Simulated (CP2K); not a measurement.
Two runs for the C K edge of methyl acrylate. Run A: CP2K XAS_TDP, all-electron GAPW, PBEh(45%), aug-cc-pVDZ, TDA, no relativity. Run B differs in one setting.

First lines with a strength over 0.0015. A:

```tsv
atom	energy (eV)	states	strength, one atom
C1 (bonded to O and 3 H)	284.93	1	0.0427
	286.11	1	0.0245
	286.22	1	0.0241
	286.80	1	0.0047
	287.21	1	0.0032
C3 (bonded to C and 2 O)	283.26	1	0.0639
	287.82	1	0.0184
	288.15	1	0.0032
	288.75	1	0.0023
	289.23	1	0.0033
C5 (bonded to 2 C and H)	280.78	1	0.0384
	284.76	1	0.0104
	284.96	1	0.0192
	285.48	1	0.0055
	286.30	2	0.0031
C6 (bonded to C and 2 H)	280.33	1	0.0536
	284.67	1	0.0075
	285.22	1	0.0171
	286.22	1	0.0050
	286.31	1	0.0036
```

B:

```tsv
atom	energy (eV)	states	strength, one atom
C1 (bonded to O and 3 H)	291.64	1	0.0417
	292.82	1	0.0240
	292.93	1	0.0236
	293.51	1	0.0046
	293.92	1	0.0031
C3 (bonded to C and 2 O)	289.84	1	0.0624
	294.40	1	0.0179
	294.73	1	0.0031
	295.33	1	0.0023
	295.81	1	0.0032
C5 (bonded to 2 C and H)	286.87	1	0.0376
	290.86	1	0.0102
	291.06	1	0.0188
	291.57	1	0.0054
	292.39	2	0.0030
C6 (bonded to C and 2 H)	286.51	1	0.0525
	290.85	1	0.0073
	291.40	1	0.0168
	292.40	1	0.0049
	292.49	1	0.0035
```

**Question.** Which was it: scalar relativity switched on, GW2X switched on, the basis, the functional?

GW2X switched on. GW2X shifts an atom's lines together and keeps their spacings. Against PBEh(45%) in aug-cc-pVDZ, the leading lines move by +6.71 eV (C1, to 291.64), +6.58 eV (C3, to 289.84), +6.09 eV (C5, to 286.87) and +6.18 eV (C6, to 286.51).

[Banner, clock and machine lines of the logs are left out without a mark of their own.]

[Logs are printed without paths, hosts, clocks, repeated set-up lines and the standing remarks that a program may print on its own settings, such as how far it seeks lower states.]

[Hosts, paths, dates, database ids (printed as entryN), source tags and the programs' standing remarks are cut or masked in the printed files.]
